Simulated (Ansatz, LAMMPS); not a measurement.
# Glassy 57SiO2-27Al2O3-16BaO (mol %) (149 atoms): where an added charge goes, part 4 of 4

Aim: add and remove one electron in glassy 57SiO2-27Al2O3-16BaO (mol %) (149 atoms), with atoms held and relaxed, and read trapping energy and localisation.

Ansatz 0.2.0; Kohn-Sham DFT, PBE, PAW (set soft_2), plane waves.

The cell: 25 Si, 24 Al, 7 Ba and 93 O. The quench rate of 25 K/ps far exceeds what a furnace or splat quench reaches. The network of bonds at the start is that of the classical potential that made the cell. Only the Γ point is sampled, in a cell whose shortest periodic width is 13 Å. Spin–orbit coupling is left out.

So far. Step 8 (Neutral at the geometry of the electron): Neutral at the geometry of the electron: the energy stands 0.0104 eV above that of the reference. Step 9 (An extra hole, atoms held): An extra hole, atoms held: the energy stands 3.80 eV below that of the reference, with a moment of 1.00 μB.

**10. An extra hole, atoms relaxed**

The atoms now respond to the charge; the energy gained comes from screening by the atoms, from trapping if the charge localises, and from any strain left in the reference.

input.yaml reads:

```yaml
crystal:
  lattice:
    - [12.7591, 0.0, 0.0]
    - [0.0, 12.7591, 0.0]
    - [0.0, 0.0, 12.7591]
  atoms:
    [... the 149 atom lines of step 4 ...]
total_charge: 1
kpoints:
  mp_grid: { grid: [1, 1, 1] }
hamiltonian:
  xc: pbe
scf:
  occupations: { method: fermi_dirac, width: 0.01 }
  lower_state_search: "off"
output:
  forces: true
magnetization:
  spin_polarized: true
  initial_magnetization: 1
relax:
  f_tol: 0.05
  max_steps: 90
```

Command:

```sh
$ ansatz run input.yaml --threads 4 --pin off --max-ram 15872MiB --backend cpu --events-out ev --progress --plain --runs-dir out
```

Numbers of over 12 decimals in the logs are rounded to 6 here.

Output:

```text
[...]
Crystal: 149 atoms, lattice volume = 2077.113 Å³
Basis set: ecut = 420 eV, 40651 PW (Γ), exchange–correlation on 180×180×180 points (8 copies of the dense FFT grid, shifted against one another)
Bands: 549, of which v1, the nominal top of the filled ones, is band 400 counted from 1 (399 counted from 0)
Symmetry: 1 space group operations
[...]
k-points: 1
[...]
Starting moments: Σ|m| = 1 μB on 149 of 149 sites
[...]
SCF iter   1: F=—  HF=-123491.771164 eV  |F-HF|=—  |Δ(HF+E_count)|=         —  Δρ=5.16e-2 (↑5.12e-2 ↓5.16e-2)  dr2=2.74e2  dr2_m=4.58e-1  M=1.000 μB ∫|m|=1.050 μB  β_m=1.00  ethr=3.10e-3  ⟨swp⟩=8.0  Hψ=5806  notcnv=0  defer=238
[...]
SCF iter   2: F=—  HF=-123434.135694 eV  |F-HF|=—  |Δ(HF+E_count)|=         —  Δρ=2.64e-2 (↑2.53e-2 ↓2.64e-2)  dr2=9.11e1  dr2_m=3.93e-1  M=0.980 μB ∫|m|=1.096 μB  β_m=0.30  ethr=3.10e-3  ⟨swp⟩=3.0  Hψ=2066  notcnv=0  defer=290
[...]
SCF iter  15: F=—  HF=-123407.414232 eV  |F-HF|=—  |Δ(HF+E_count)|=   1.93e-2  Δρ=1.56e-3 (↑8.53e-4 ↓1.56e-3)  dr2=2.00e-1  dr2_m=7.44e-3  M=0.980 μB ∫|m|=1.052 μB  β_m=0.30  ethr=6.11e-5  ⟨swp⟩=2.0  Hψ=827  notcnv=0  defer=282
[...]
SCF iter  17: F=—  HF=-123407.411456 eV  |F-HF|=—  |Δ(HF+E_count)|=   6.26e-2  Δρ=1.13e-3 (↑7.88e-4 ↓1.13e-3)  dr2=7.93e-2  dr2_m=7.88e-3  M=0.979 μB ∫|m|=1.054 μB  β_m=0.13  ethr=2.51e-5  ⟨swp⟩=3.0  Hψ=1450  notcnv=0  defer=282
[...]
SCF iter  32: F=-123407.418808 eV  HF=-123407.418813 eV  |F-HF|=5.35e-6  |Δ(HF+E_count)|=   8.70e-7  Δρ=1.34e-5 (↑1.53e-6 ↓1.34e-5)  dr2=6.27e-6  dr2_m=9.46e-7  M=1.000 μB ∫|m|=1.101 μB  β_m=0.34  ethr=3.06e-9  ⟨swp⟩=1.0  Hψ=2529  notcnv=0
SCF iter  33: F=-123407.418813 eV  HF=-123407.418813 eV  |F-HF|=4.00e-7  |Δ(HF+E_count)|=   9.07e-8  Δρ=3.15e-6 (↑8.84e-7 ↓3.15e-6)  dr2=4.77e-7  dr2_m=3.56e-8  M=1.000 μB ∫|m|=1.101 μB  ethr=7.85e-10  ⟨swp⟩=1.0  Hψ=1923  notcnv=0
SCF 1 converged in 33 iterations: F = -123407.418813 eV  dr2 = 4.77e-7
[...]
relax step   1: F+E_penalty+E_count = -123407.41881293 eV  Δ(F+E_penalty+E_count) = +0.000e0 eV  max|allowed force component| = 5.647e-1 eV/Å  Δτ_max = 0.0000 Å  (33 SCF iters, dr2 threshold 6.25e-5 eV, accepted)
[... from here on, the SCF cycles and remarks between the steps are left out ...]
relax step   2: F+E_penalty+E_count = -123407.40412391 eV  Δ(F+E_penalty+E_count) = +1.469e-2 eV  max|allowed force component| = 5.866e-1 eV/Å  Δτ_max = 0.1946 Å  (20 SCF iters, dr2 threshold 1.99e-5 eV, rejected (line search))
relax step   3: F+E_penalty+E_count = -123407.52618229 eV  Δ(F+E_penalty+E_count) = -1.074e-1 eV  max|allowed force component| = 3.976e-1 eV/Å  Δτ_max = 0.0948 Å  (23 SCF iters, accepted)
relax step   4: F+E_penalty+E_count = -123407.57145208 eV  Δ(F+E_penalty+E_count) = -4.527e-2 eV  max|allowed force component| = 5.035e-1 eV/Å  Δτ_max = 0.1000 Å  (23 SCF iters, dr2 threshold 9.88e-6 eV, accepted)
relax step   5: F+E_penalty+E_count = -123407.61626717 eV  Δ(F+E_penalty+E_count) = -4.482e-2 eV  max|allowed force component| = 2.403e-1 eV/Å  Δτ_max = 0.0539 Å  (17 SCF iters, dr2 threshold 1.00e-4 eV, accepted)
relax step   6: F+E_penalty+E_count = -123407.65392640 eV  Δ(F+E_penalty+E_count) = -3.766e-2 eV  max|allowed force component| = 2.767e-1 eV/Å  Δτ_max = 0.0538 Å  (15 SCF iters, dr2 threshold 1.32e-5 eV, accepted)
relax step   7: F+E_penalty+E_count = -123407.66699966 eV  Δ(F+E_penalty+E_count) = -1.307e-2 eV  max|allowed force component| = 7.287e-1 eV/Å  Δτ_max = 0.1359 Å  (9 SCF iters, dr2 threshold 1.74e-5 eV, accepted)
relax step   8: F+E_penalty+E_count = -123407.70923467 eV  Δ(F+E_penalty+E_count) = -4.224e-2 eV  max|allowed force component| = 2.281e-1 eV/Å  Δτ_max = 0.0773 Å  (8 SCF iters, dr2 threshold 1.00e-4 eV, accepted)
relax step   9: F+E_penalty+E_count = -123407.71714223 eV  Δ(F+E_penalty+E_count) = -7.908e-3 eV  max|allowed force component| = 2.172e-1 eV/Å  Δτ_max = 0.1011 Å  (9 SCF iters, dr2 threshold 5.10e-6 eV, accepted)
relax step  10: F+E_penalty+E_count = -123407.74193622 eV  Δ(F+E_penalty+E_count) = -2.479e-2 eV  max|allowed force component| = 8.859e-2 eV/Å  Δτ_max = 0.0619 Å  (8 SCF iters, dr2 threshold 4.62e-6 eV, accepted)
relax step  11: F+E_penalty+E_count = -123407.74548560 eV  Δ(F+E_penalty+E_count) = -3.549e-3 eV  max|allowed force component| = 5.718e-2 eV/Å  Δτ_max = 0.0132 Å  (9 SCF iters, accepted)
relax step  12: F+E_penalty+E_count = -123407.72670438 eV  Δ(F+E_penalty+E_count) = +1.878e-2 eV  max|allowed force component| = 1.396e-1 eV/Å  Δτ_max = 0.0849 Å  (10 SCF iters, rejected (line search))
relax step  13: F+E_penalty+E_count = -123407.74834122 eV  Δ(F+E_penalty+E_count) = -2.856e-3 eV  max|allowed force component| = 4.393e-2 eV/Å  Δτ_max = 0.0195 Å  (10 SCF iters, accepted)
SCF converged after 10 iterations
Magnetization: 1.0000 μB (400.0000 up, 399.0000 down)
Absolute magnetization: 1.1177 μB (∫|ρ↑−ρ↓|, with the PAW one-centre terms)
[...]
Per-site moments (μB) at R_I (Å): [(-9.096333574624075e-7, 0.656207), (1.4370452420713416e-5, 0.661022), (7.842049689997174e-6, 0.661928), (-1.7436533863297262e-5, 0.662905), (1.040678768133849e-6, 0.666800), [...]
Free energy (F): -123407.748341 eV
[...]
Internal energy: -123407.748341 eV  (E = F + TS)
E sigma→0 (E₀):  -123407.748341 eV
Fermi energy:    4.130459 eV
[...]
Σ components = -123407.748341   (vs F -123407.748341, Δ=0.00e0)
--- Forces (eV/Å), atoms counted from 1 ---
  atom   1  Si    -0.00181301    -0.03191368     0.02886278
  atom   2  Si    -0.00398633     0.00158521     0.01116170
  atom   3  Si    -0.00826312    -0.00335324     0.00860926
  atom   4  Si    -0.00560697     0.00164250     0.00332861
[...]
atom 149  O     -0.00900360    -0.00139620     0.00628511
  max |Σ_I F_I| component: 1.66e-4 eV/Å
--- Relaxed structure (13 steps of the walk, 11 accepted, 0 SCFs on fresh bases) ---
  F+E_penalty+E_count = -123407.74834122 eV   max|allowed force component| = 4.393e-2 eV/Å
  atoms:
    - { symbol: Si, position: [0.406898, 0.167563, 0.432628] }
    - { symbol: Si, position: [0.803877, 0.141953, 0.735205] }
    - { symbol: Si, position: [0.159321, 0.424506, 0.312587] }
    - { symbol: Si, position: [0.278419, 0.103053, 0.0055565] }
[...]
- { symbol: O, position: [0.555444, 0.990926, 0.901052] }
```

The job ended after 18 min (4 threads of Arm Neoverse V1, shared host; peak memory 5.4 GiB; 73 min of CPU time).

The relaxation converged after 13 steps, 0.330 eV below its start, with a largest force component of 0.044 eV/Å.

An extra hole, atoms relaxed: the energy stands 4.13 eV below that of the reference, with a moment of 1.00 μB.

**11. An extra hole, levels at the relaxed geometry**

A single point at the new geometry gives levels and spin density.

input.yaml reads:

```yaml
crystal:
  lattice:
    - [12.7591, 0.0, 0.0]
    - [0.0, 12.7591, 0.0]
    - [0.0, 0.0, 12.7591]
  atoms:
    - { symbol: Si, position: [0.4069, 0.16756, 0.43263] }
    - { symbol: Si, position: [0.80388, 0.14195, 0.73521] }
    - { symbol: Si, position: [0.15932, 0.42451, 0.31259] }
    - { symbol: Si, position: [0.27842, 0.10305, 0.00556] }
    - { symbol: Si, position: [0.88012, 0.40534, 0.56827] }
    - { symbol: Si, position: [0.45286, 0.51408, 0.02018] }
    [... 137 atom lines left out ...]
    - { symbol: O, position: [0.96306, 0.66236, 0.69811] }
    - { symbol: O, position: [0.82582, 0.83413, 0.64136] }
    - { symbol: O, position: [0.16497, 0.049, 0.99713] }
    - { symbol: O, position: [0.0657, 0.51827, 0.30542] }
    - { symbol: O, position: [0.3686, 0.85011, 0.42555] }
    - { symbol: O, position: [0.55544, 0.99093, 0.90105] }
total_charge: 1
kpoints:
  mp_grid: { grid: [1, 1, 1] }
hamiltonian:
  xc: pbe
scf:
  occupations: { method: fermi_dirac, width: 0.01 }
  lower_state_search: "off"
output:
  forces: true
  stress: true
  populations: true
  dos:
    method: { smearing: { sigma: 0.08 } }
    de: 0.1
    projected: { site_lists: { Al: [Al], Ba: [Ba], O: [O], Si: [Si] } }
  eigenvalues: true
  write_density: true
  write_potential: true
  volumetric_format: npy
magnetization:
  spin_polarized: true
  initial_magnetization: 1
```

Output:

```text
[...]
Crystal: 149 atoms, lattice volume = 2077.113 Å³
Basis set: ecut = 420 eV, 40651 PW (Γ), exchange–correlation on 180×180×180 points (8 copies of the dense FFT grid, shifted against one another)
Bands: 549, of which v1, the nominal top of the filled ones, is band 400 counted from 1 (399 counted from 0)
Symmetry: 1 space group operations
[...]
k-points: 1
[...]
Starting moments: Σ|m| = 1 μB on 149 of 149 sites
[...]
SCF iter   1: F=—  HF=-123490.675040 eV  |F-HF|=—  |Δ(HF+E_count)|=         —  Δρ=5.13e-2 (↑5.13e-2 ↓5.13e-2)  dr2=2.69e2  dr2_m=3.44e-1  M=1.000 μB ∫|m|=1.050 μB  β_m=1.00  ethr=3.10e-3  ⟨swp⟩=7.0  Hψ=5360  notcnv=0  defer=262
[...]
SCF iter   2: F=—  HF=-123433.673042 eV  |F-HF|=—  |Δ(HF+E_count)|=         —  Δρ=2.54e-2 (↑2.53e-2 ↓2.54e-2)  dr2=8.74e1  dr2_m=4.12e-2  M=1.000 μB ∫|m|=1.093 μB  β_m=0.30  ethr=3.10e-3  ⟨swp⟩=3.0  Hψ=2066  notcnv=0  defer=290
[...]
SCF iter   8: F=—  HF=-123407.726031 eV  |F-HF|=—  |Δ(HF+E_count)|=   5.18e-2  Δρ=8.55e-4 (↑8.55e-4 ↓8.52e-4)  dr2=1.49e-2  dr2_m=1.04e-2  M=1.000 μB ∫|m|=1.108 μB  β_m=0.30  ethr=1.51e-5  ⟨swp⟩=7.0  Hψ=1668  notcnv=0  defer=284
[...]
SCF iter  10: F=—  HF=-123407.748863 eV  |F-HF|=—  |Δ(HF+E_count)|=   1.54e-2  Δρ=5.54e-4 (↑2.77e-4 ↓5.54e-4)  dr2=1.36e-2  dr2_m=6.41e-4  M=1.000 μB ∫|m|=1.115 μB  β_m=0.52  ethr=1.16e-6  ⟨swp⟩=6.0  Hψ=1655  notcnv=0  defer=284
[...]
SCF iter  17: F=—  HF=-123407.748339 eV  |F-HF|=—  |Δ(HF+E_count)|=   1.37e-7  Δρ=2.85e-6 (↑1.38e-6 ↓2.85e-6)  dr2=2.98e-7  dr2_m=2.69e-8  M=1.000 μB ∫|m|=1.117 μB  β_m=0.86  ethr=6.54e-11  ⟨swp⟩=2.0  Hψ=1540  notcnv=0  defer=284
SCF iter  18: F=-123407.748339 eV  HF=-123407.748339 eV  |F-HF|=4.30e-8  |Δ(HF+E_count)|=   1.57e-9  Δρ=9.25e-7 (↑8.60e-7 ↓9.25e-7)  dr2=5.58e-8  dr2_m=5.56e-10  M=1.000 μB ∫|m|=1.117 μB  ethr=1.25e-11  ⟨swp⟩=23.5  Hψ=11940  notcnv=0
SCF 1 converged in 18 iterations: F = -123407.748339 eV  dr2 = 5.58e-8
[...]
SCF converged after 18 iterations
Magnetization: 1.0000 μB (400.0000 up, 399.0000 down)
Absolute magnetization: 1.1177 μB (∫|ρ↑−ρ↓|, with the PAW one-centre terms)
[...]
Per-site moments (μB) at R_I (Å): [(-9.101024166543631e-7, 0.656231), (1.4392373604127697e-5, 0.661076), (7.835523997148942e-6, 0.661917), (-1.742894784170093e-5, 0.662890), (1.05147535692152e-6, 0.666809), [...]
Free energy (F): -123407.748339 eV
[...]
Internal energy: -123407.748339 eV  (E = F + TS)
E sigma→0 (E₀):  -123407.748339 eV
Fermi energy:    4.130440 eV
[...]
Σ components = -123407.748339   (vs F -123407.748339, Δ=0.00e0)
--- Forces (eV/Å), atoms counted from 1 ---
  atom   1  Si    -0.00428806    -0.03002494     0.02775408
  atom   2  Si    -0.00659880     0.00567237     0.00731672
  atom   3  Si    -0.00837977    -0.00542951     0.00866645
  atom   4  Si    -0.00431829     0.00399091     0.00168610
[...]
atom 149  O     -0.00696473    -0.00185266     0.00621206
  max |Σ_I F_I| component: 1.14e-4 eV/Å
--- Stress (GPa, compression-positive) ---
       -2.515055      -0.122362      -0.434736
       -0.122360       0.375970      -0.650889
       -0.434735      -0.650884      -2.386953
  P = ⅓ Tr σ = -1.5087 GPa (-15.087 kbar)
--- Band table (eV) ---
[...]
--- Löwdin populations: 149 sites ---
  site symbol       q [e]    m [muB]
     0     Si      2.2741    -0.0002
     1     Si      2.2578    -0.0002
     2     Si      2.2841    -0.0000
[...]
148      O      6.9068     0.0032
  spilling = 0.011603 (of n_electrons = 799.000000)
```

It took 2.8 min on 4 threads; peak memory 5.5 GiB.

An extra hole, levels at the relaxed geometry: the energy stands 4.13 eV below that of the reference, with a moment of 1.00 μB.

The surroundings of O138, which holds the most spin, nearest first, numbered as they follow in the input and with coordinates relative to it.

```tsv
atom	x	y	z	distance (Å)	Löwdin charge (e)	moment (μB)
O138	0.00	0.00	0.00	0.00	-0.66	0.29
Si19	1.64	0.12	0.21	1.66	1.65	0.00
Al47	-1.90	0.11	0.14	1.90	1.34	0.00
O96	-1.19	1.64	1.02	2.27	-0.71	0.26
O112	2.06	-1.41	0.39	2.52	-0.86	0.15
O84	2.35	0.92	-1.13	2.76	-0.79	0.00
O129	2.16	1.03	1.48	2.81	-0.87	0.01
O65	-2.28	-1.88	-0.46	2.99	-0.79	0.00
O82	-0.61	-1.38	-2.59	2.99	-0.84	0.00
O122	-2.55	0.76	-1.38	3.00	-0.80	0.00
O66	-0.78	-0.38	3.07	3.20	-0.85	0.00
Al30	1.27	1.89	-2.27	3.21	1.36	0.00
```

The distance from O138 to O96 changes most, from 2.54 Å in the neutral cell to 2.27 Å.

The levels nearest the highest filled one (over half full), pooled over k-points and spins:

```tsv
level less the highest filled one (eV)	occupation
-0.0411	1
-0.0366	1
-0.0153	1
0	1
0.362	0
3.79	0
3.79	0
4.88	0
```

Spin density in the bc plane at fractional x = 0.170, with atoms of Si and Al and Ba and O within 0.2 Å of it.

Ten even steps from '0' (-0.08 × 1e-2 e/Å³) to '9' (8.69 × 1e-2 e/Å³), each cell a mean:
```
000000000000003830000000000000000000
000000000000004940000000000000000000
000000000000000000000000000000000000
000000000000000000000000000000000000
000000000000001000000000000000000000
000000000000000000000000000000000000
000000000000000000110000000000000000
000000000000000000000000000000000000
000000000000000000000000000000000000
000000000000000000000000000000000000
000000000000000000000000000000000000
000000000000000000000000000000000000
000000000000000000000000000000000000
000000000000000000000000000000000000
000000000000000000000000000000000000
000000000000000000000000000000000000
000000000000000000000000000000000000
000000000000000000000000000000000000
000000000000000000000000000000000000
000000000000000000000000000000000000
000000000000000000000000000000000000
000000000000000000000000000000000000
000000000000000000000000000000000000
000000000000002420000000000000000000
```
Columns run along b (12.8 Å), rows up along c (12.8 Å). Atoms in or near the plane, at fractional coordinates: Si at (0.42, 0.31), Al at (0.82, 0.86), Ba at (0.77, 0.57), O at (0.10, 0.67), O at (0.81, 0.33), O at (0.14, 0.28), O at (0.30, 0.59), O at (0.59, 0.49), O at (0.42, 0.96), O at (0.36, 0.20), O at (0.05, 0.00).

**12. Neutral at the geometry of the hole**

The neutral cell at the new geometry gives the energy of that geometry without the charge.

Input and log are left out; they have the form of those shown for this kind of step.

Run time: 60 s. Hardware: 4 threads of Arm Neoverse V1, shared host; peak memory 3.2 GiB.

Neutral at the geometry of the hole: the energy stands 0.990 eV above that of the reference.

**13. Energies and spread of the extra charge**

Energies are differences within one cell and functional; the shift is the gain plus the neutral cell's energy at the new geometry, that is how much cheaper the vertical process becomes there. The spread is the participation number of the site moments (1/Σw², over the spin inside atomic spheres), with the atom that holds the largest share and the spin that the spheres hold in all.

```tsv
carrier	charged less neutral, atoms held (eV)	gain on relaxing (eV)	neutral cell at that geometry, less the reference (eV)	shift of the vertical energy (eV)	spread, atoms held	spread, relaxed
electron	7.697	0.011	0.010	0.021	-	-
hole	-3.801	0.330	0.990	1.319	18; O121 10 % of 0.79 μB	4; O138 34 % of 0.83 μB
```

**14. Outcome**

The extra electron gains 0.011 eV as the atoms relax: so small a gain shows no trapping at this level. The cell with the electron keeps a moment of only 0.00 μB where one unpaired electron should give 1 μB: the carrier is shared between both spins, which can hide trapping. The extra hole gains 0.33 eV as the atoms relax, and its spin goes from about 18 to 4 atoms: the atoms trap it, with the largest share on O138. The O138–O96 distance goes from 2.54 to 2.27 Å. Adding the two vertical energies gives 3.90 eV, against a gap of 3.70 eV in the neutral cell. The zero of the potential cancels in this sum; the excess isn't taken apart here: charging of a small cell, filling of bands on a coarse mesh and the attraction to the background can all enter.

Caveats: Single energies of charged cells hang on the program's zero of potential. In the spin-polarised runs the search for a state of lower energy was switched off. No distortion was seeded, so a trapped state behind a barrier can't be found. Local and semilocal functionals favour spread-out charges, so trapping can be missed. The stress is far from hydrostatic: its diagonal is -3.0, 0.3, -2.8 GPa, compression counted positive. The pressure of -1.8 GPa shows the cell to be stretched for this functional. Charged cells carry a uniform background, with no correction for images.

The DFT runs together took 54 min of wall time.

[Logs are printed without paths, hosts, clocks, repeated set-up lines and the standing remarks that a program may print on its own settings, such as how far it seeks lower states.]

[Hosts, paths, dates, database ids (printed as entryN), source tags and the programs' standing remarks are cut or masked in the printed files.]
